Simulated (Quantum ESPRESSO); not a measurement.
# Constrained canting in MnSe

Aim: the energy of MnSe as two sets of moments turn from parallel to opposed.

Method: LDA; plane waves with GBRV 1.5 LDA potentials, no spin-orbit coupling, in Quantum ESPRESSO 7.5.

Most raw output is cut from this account.

### 1. The starting structure

It takes space group P6_3/mmc (No. 194, hexagonal). Conventional cell: a = 3.859 Å, b = 3.859 Å, c = 5.972 Å, α = 90.00°, β = 90.00°, γ = 120.00°. Nearest to Mn lie 6 Se at 2.68 Å and 2 Mn at 2.99 Å. Nearest to Se lie 6 Mn at 2.68 Å. Farther neighbours and most contacts between anions are not listed.

The cell comes from Materials Project 2023-11-01, a database of computed structures, and need not be the stable phase.

### 2. The collinear order that defines the sublattices

Typed as antiferro +-. 

pw.in

```
&CONTROL
  calculation = 'scf'
  prefix = 'pwscf'
  outdir = './tmp'
  pseudo_dir = './pseudo'
  disk_io = 'nowf'
/
&SYSTEM
  ibrav = 0
  nat = 4
  ntyp = 3
  ecutwfc = 40
  ecutrho = 280
  nbnd = 30
  occupations = 'smearing'
  smearing = 'fd'
  degauss = 0.00367493
  nspin = 2
  starting_magnetization(1) = 0.3
  starting_magnetization(2) = -0.3
  starting_magnetization(3) = 0
/
&ELECTRONS
  conv_thr = 8d-09
  electron_maxstep = 150
  mixing_beta = 0.3
/
ATOMIC_SPECIES
Mn1    54.9380 mn_lda_v1.5.uspp.F.UPF
Mn2    54.9380 mn_lda_v1.5.uspp.F.UPF
Se     78.9710 se_lda_v1.uspp.F.UPF
CELL_PARAMETERS angstrom
   3.8593697997    0.0000000000    0.0000000000
  -1.9296848998    3.3423122891    0.0000000000
   0.0000000000    0.0000000000    5.9724110000
ATOMIC_POSITIONS crystal
Mn1     0.0000000000    0.0000000000    0.0000000000
Mn2     0.0000000000    0.0000000000    0.5000000000
Se      0.6666666700    0.3333333300    0.2500000000
Se      0.3333333300    0.6666666700    0.7500000000
K_POINTS automatic
6 6 6 0 0 0
```

On the command line:

```console
> OMP_NUM_THREADS=1 mpirun -n 4 pw.x -nk 4 -in pw.in > pw.out
```

The job ended after 23 s (4 MPI ranks of Arm Neoverse V2, shared host; peak memory 0.48 GiB).

Spin moment in the atom's sphere by atom:

| atom | spin moment in the atom's sphere (μB) |
| --- | --- |
| Mn1 | 3.93 |
| Mn2 | -3.93 |
| Se3 | 0.00 |
| Se4 | 0.00 |

Read from the output:

```
smearing term TS       : 0.003340 eV
magnetization          : 0 μB
absolute magnetization : 8.331 μB
final state            : antiferromagnetic
```

### 3. The parallel state in the same cell

This run has no penalty. It is needed because the penalty of the later runs acts on every atom: an induced moment is typed with its parallel value times cos(θ/2) along z and its opposed value times sin(θ/2) along x, rounded to 0.01 μB.

pw.in

```
&CONTROL
  calculation = 'scf'
  prefix = 'pwscf'
  outdir = './tmp'
  pseudo_dir = './pseudo'
  disk_io = 'nowf'
/
&SYSTEM
  ibrav = 0
  nat = 4
  ntyp = 2
  ecutwfc = 40
  ecutrho = 280
  nbnd = 34
  occupations = 'smearing'
  smearing = 'fd'
  degauss = 0.00367493
  nspin = 2
  starting_magnetization(1) = 0.3
  starting_magnetization(2) = 0
/
&ELECTRONS
  conv_thr = 8d-09
  electron_maxstep = 150
  mixing_beta = 0.3
/
ATOMIC_SPECIES
Mn     54.9380 mn_lda_v1.5.uspp.F.UPF
Se     78.9710 se_lda_v1.uspp.F.UPF
CELL_PARAMETERS angstrom
   3.8593697997    0.0000000000    0.0000000000
  -1.9296848998    3.3423122891    0.0000000000
   0.0000000000    0.0000000000    5.9724110000
ATOMIC_POSITIONS crystal
Mn      0.0000000000    0.0000000000    0.0000000000
Mn      0.0000000000    0.0000000000    0.5000000000
Se      0.6666666700    0.3333333300    0.2500000000
Se      0.3333333300    0.6666666700    0.7500000000
K_POINTS automatic
6 6 6 0 0 0
```

The job ended after 21 s (4 MPI ranks; peak memory 0.47 GiB; 83 s of CPU time).

Spin moment in the atom's sphere by atom:

| atom | spin moment in the atom's sphere (μB) |
| --- | --- |
| Mn1 | 3.83 |
| Mn2 | 3.83 |
| Se3 | 0.07 |
| Se4 | 0.07 |

Read from the output:

```yaml
smearing_term_ts: 0.02416 eV
magnetization: 8.358 μB
absolute_magnetization: 8.358 μB
final_state: ferromagnetic
```

### 4. Angle 0°, no penalty

The two sets tilt by half the angle to either side of z. A collinear state is stationary and needs no penalty.

Changes to pw.in since step 3:

```diff
@@ -13,3 +13,3 @@
   ecutrho = 280
-  nbnd = 34
+  nbnd = 60
   occupations = 'smearing'
@@ -17,4 +17,6 @@
   degauss = 0.00367493
-  nspin = 2
-  starting_magnetization(1) = 0.3
+  noncolin = .true.
+  starting_magnetization(1) = 0.262
+  angle1(1) = 0
+  angle2(1) = 0
   starting_magnetization(2) = 0
```

Run time: 40 s. Hardware: 4 MPI ranks; peak memory 0.6 GiB; 2.7 min of CPU time.

Spin moment in the atom's sphere by atom:

| atom | x (μB) | y (μB) | z (μB) | size |
| --- | --- | --- | --- | --- |
| Mn1 | 0.00 | 0.00 | 3.83 | 3.83 |
| Mn2 | 0.00 | 0.00 | 3.83 | 3.83 |
| Se3 | 0.00 | 0.00 | 0.07 | 0.07 |
| Se4 | 0.00 | 0.00 | 0.07 | 0.07 |

Numbers from this step:

| Item | Value |
| --- | --- |
| smearing term TS | 0.02416 eV |
| magnetization | 0, 0, 8.357 μB |
| absolute magnetization | 8.358 μB |
| final state | ferromagnetic |

### 5. Angle 45°, lambda 1 Ry

A penalty pulls the polar angle of each moment to the typed one; its size and its azimuth are free.

Changes to pw.in since step 4:

```diff
@@ -10,3 +10,3 @@
   nat = 4
-  ntyp = 2
+  ntyp = 3
   ecutwfc = 40
@@ -19,5 +19,12 @@
   starting_magnetization(1) = 0.262
-  angle1(1) = 0
+  angle1(1) = 22.5
   angle2(1) = 0
-  starting_magnetization(2) = 0
+  starting_magnetization(2) = 0.262
+  angle1(2) = 22.5
+  angle2(2) = 180
+  starting_magnetization(3) = 0.01
+  angle1(3) = 0
+  angle2(3) = 0
+  constrained_magnetization = 'atomic direction'
+  lambda = 1
 /
@@ -29,3 +36,4 @@
 ATOMIC_SPECIES
-Mn     54.9380 mn_lda_v1.5.uspp.F.UPF
+Mn1    54.9380 mn_lda_v1.5.uspp.F.UPF
+Mn2    54.9380 mn_lda_v1.5.uspp.F.UPF
 Se     78.9710 se_lda_v1.uspp.F.UPF
@@ -36,4 +44,4 @@
 ATOMIC_POSITIONS crystal
-Mn      0.0000000000    0.0000000000    0.0000000000
-Mn      0.0000000000    0.0000000000    0.5000000000
+Mn1     0.0000000000    0.0000000000    0.0000000000
+Mn2     0.0000000000    0.0000000000    0.5000000000
 Se      0.6666666700    0.3333333300    0.2500000000
```

It took 2.8 min on 4 MPI ranks; peak memory 0.95 GiB.

Spin moment in the atom's sphere by atom:

| atom | x (μB) | y (μB) | z (μB) | size |
| --- | --- | --- | --- | --- |
| Mn1 | 1.50 | 0.00 | 3.54 | 3.84 |
| Mn2 | -1.50 | 0.00 | 3.54 | 3.84 |
| Se3 | 0.00 | 0.00 | 0.07 | 0.07 |
| Se4 | 0.00 | 0.00 | 0.07 | 0.07 |

Read from the output:

| Quantity | Value |
| --- | --- |
| smearing term TS | 0.03551 eV |
| magnetization | 0, 0, 7.753 μB |
| absolute magnetization | 8.393 μB |
| penalty energy | 0.2668 meV |
| final state | non-collinear |

### 6. Angle 90°, lambda 1 Ry

Changes to pw.in since step 5:

```diff
@@ -19,8 +19,8 @@
   starting_magnetization(1) = 0.262
-  angle1(1) = 22.5
+  angle1(1) = 45
   angle2(1) = 0
   starting_magnetization(2) = 0.262
-  angle1(2) = 22.5
+  angle1(2) = 45
   angle2(2) = 180
-  starting_magnetization(3) = 0.01
+  starting_magnetization(3) = 0.0083
   angle1(3) = 0
```

It took 2.8 min on 4 MPI ranks; peak memory 0.95 GiB; 11 min of CPU time.

Numbers from this step:

```
smearing term TS       : 0.02549 eV
magnetization          : 0, 0, 6.074 μB
absolute magnetization : 8.569 μB
penalty energy         : 3.544 meV
final state            : non-collinear
largest moment         : 3.920 μB
```

### 7. Angle 180°, no penalty

Changes to pw.in since step 6:

```diff
@@ -19,12 +19,8 @@
   starting_magnetization(1) = 0.262
-  angle1(1) = 45
+  angle1(1) = 90
   angle2(1) = 0
   starting_magnetization(2) = 0.262
-  angle1(2) = 45
+  angle1(2) = 90
   angle2(2) = 180
-  starting_magnetization(3) = 0.0083
-  angle1(3) = 0
-  angle2(3) = 0
-  constrained_magnetization = 'atomic direction'
-  lambda = 1
+  starting_magnetization(3) = 0
 /
```

Run time: 92 s. Hardware: 4 MPI ranks; peak memory 0.77 GiB.

Numbers from this step:

```
smearing term TS       : 0.003340 eV
magnetization          : 0, 0, 0 μB
absolute magnetization : 8.331 μB
final state            : antiferromagnetic
largest moment         : 3.932 μB
```

### 8. An input with a fault

As a test, an input with a fault in it is run.

Changes to pw.in since step 7:

```diff
@@ -13,13 +13,7 @@
   ecutrho = 280
-  nbnd = 60
-  occupations = 'smearing'
-  smearing = 'fd'
-  degauss = 0.00367493
-  noncolin = .true.
-  starting_magnetization(1) = 0.262
-  angle1(1) = 90
-  angle2(1) = 0
-  starting_magnetization(2) = 0.262
-  angle1(2) = 90
-  angle2(2) = 180
+  nbnd = 30
+  occupations = 'fixed'
+  nspin = 2
+  starting_magnetization(1) = 0.3
+  starting_magnetization(2) = -0.3
   starting_magnetization(3) = 0
@@ -28,3 +22,3 @@
   conv_thr = 8d-09
-  electron_maxstep = 150
+  electron_maxstep = 60
   mixing_beta = 0.3
```

The job ended after 0.48 s (4 MPI ranks; peak memory 0.05 GiB).

The input was rejected at the start.

The program's message: “iosys (1): fixed occupations and lsda need tot_magnetization”

The fault put into the input: fixed occupations for a magnet without a total moment.

### 9. The angles together

Canting:

| lambda (Ry) | typed angle (degrees) | final angle (degrees) | energy less that at the first angle (meV a seeded atom) | penalty energy, not in the total (meV a cell) | largest site moment (μB) | CPU time (s) |
| --- | --- | --- | --- | --- | --- | --- |
| - | 0 | 0 | 0 | 0 | 3.831 | 161.6 |
| 1 | 45 | 45.93 | -1.779 | 0.2668 | 3.845 | 678.4 |
| 1 | 90 | 91.83 | -49.52 | 3.544 | 3.92 | 661.7 |
| - | 180 | 180 | -173.9 | 0 | 3.932 | 369.3 |

A fit to E = E0 − A cos θ − B cos² θ gives A = -87.8 meV and B = 41.0 meV a seeded atom.

### 10. What came out

* angle of lowest energy: 180°
* range of the energy: 174 meV a seeded atom
* range of the largest moment: 3.83 to 3.93 μB
* bilinear coefficient A: -87.8 meV
* biquadratic coefficient B: 41.0 meV

What this shows: The penalty holds the angles within 1.8° of the typed ones. A is negative, so opposed sublattices are favoured; B is 0.47 of it in size, but four points for three parameters hardly fix B. The largest moment changes by 2.6 % over the angles. This holds for the two sublattices of this cell; other orders were not tried. Without spin–orbit coupling only the angle between the moments matters. The mesh is coarse, so differences of some ten meV can be noise where moments are itinerant.

[Logs and program files are shortened in this print: banners, set-up blocks, solver, clock and traceback lines can be left out without a mark of their own.]

[Logs are printed without paths, hosts, clocks, repeated set-up lines and the standing remarks that a program may print on its own settings, such as how far it seeks lower states.]

[Hosts, paths, dates, database ids (printed as entryN), source tags and the programs' standing remarks are cut or masked in the printed files.]

[Where a cell is said to come from a database of computed structures, the database is the Materials Project.]
